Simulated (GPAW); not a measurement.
The Y L₃ edge of atom 1 in YSe (Fm-3m), with 6 Se at 2.85 Å (octahedral, site symmetry m-3m), was computed in 2 ways: excited-electron core hole (neutral cell) and no core hole. Program and functional: GPAW, LDA, Gaussian full width 1.5 eV up to 4 eV, rising linearly to 3.5 eV at 25 eV; cells of 2 and 12 atoms (the run without a hole in the smaller).

Each run is counted from its own lowest empty level or Fermi level and scaled to a mean of 1 over its first 20 eV.

```
E (eV)  run 1  run 2
  -2.0   0.00   0.00
  -1.5   0.01   0.02
  -1.0   0.05   0.15
  -0.5   0.19   0.62
   0.0   0.48   1.60
   0.5   0.92   2.92
   1.0   1.48   3.95
   1.5   2.16   4.10
   2.0   2.86   3.46
   2.5   3.26   2.50
   3.0   3.03   1.64
   3.5   2.19   1.01
   4.0   1.33   0.64
   4.5   0.89   0.54
   5.0   0.75   0.57
   5.5   0.78   0.61
   6.0   0.86   0.65
   6.5   0.97   0.76
   7.0   1.07   0.86
   7.5   1.08   0.87
   8.0   1.00   0.79
   8.5   0.85   0.67
   9.0   0.69   0.56
   9.5   0.60   0.52
  10.0   0.60   0.54
  10.5   0.66   0.58
  11.0   0.69   0.59
  11.5   0.67   0.55
  12.0   0.60   0.49
  12.5   0.53   0.44
  13.0   0.49   0.43
  13.5   0.50   0.46
  14.0   0.54   0.53
  14.5   0.62   0.61
  15.0   0.70   0.68
  15.5   0.76   0.72
  16.0   0.79   0.73
  16.5   0.78   0.70
  17.0   0.73   0.64
  17.5   0.66   0.58
  18.0   0.60   0.52
  18.5   0.55   0.49
  19.0   0.52   0.47
  19.5   0.51   0.47
  20.0   0.51   0.48
  20.5   0.51   0.49
  21.0   0.52   0.49
  21.5   0.52   0.50
  22.0   0.52   0.51
  22.5   0.53   0.52
  23.0   0.55   0.54
  23.5   0.57   0.57
  24.0   0.60   0.61
  24.5   0.64   0.65
  25.0   0.68   0.68
  25.5   0.72   0.71
  26.0   0.75   0.73
  26.5   0.76   0.72
  27.0   0.76   0.70
  27.5   0.74   0.67
  28.0   0.72   0.64
  28.5   0.69   0.61
  29.0   0.67   0.59
  29.5   0.65   0.57
  30.0   0.62   0.55
  30.5   0.60   0.52
  31.0   0.57   0.50
  31.5   0.54   0.48
  32.0   0.52   0.47
```

**Question.** Which run is which?

Run 1: no core hole (area from −2 to 6 eV 10.4, main maxima 2.6 eV (3.28), 7.4 eV (1.09), 16.0 eV (0.79) and 26.6 eV (0.77)). Run 2: excited-electron core hole (neutral cell) (area from −2 to 6 eV 12.3, main maxima 1.4 eV (4.16), 7.4 eV (0.88), 15.8 eV (0.73) and 26.2 eV (0.73)). With each curve scaled to its own mean, the area from −2 to 6 eV with the hole is 12.3 against 10.4, and the centre of weight from −1 to 20 eV moves by -1.1 eV: the hole pulls the absorber's empty states down.

[Banner, clock and machine lines of the logs are left out without a mark of their own.]

[Logs are printed without paths, hosts, clocks, repeated set-up lines and the standing remarks that a program may print on its own settings, such as how far it seeks lower states.]

[Hosts, paths, dates, database ids (printed as entryN), source tags and the programs' standing remarks are cut or masked in the printed files.]

[Lists of maxima count a maximum above −3 eV only where it reaches 4 % of the highest in the window and stands out from its surroundings by 2 % of it (1.5 % where it reaches 55 %); shoulders and weaker maxima are passed over, and of the rest the first, up to two pre-edge ones and the few strongest are named.]
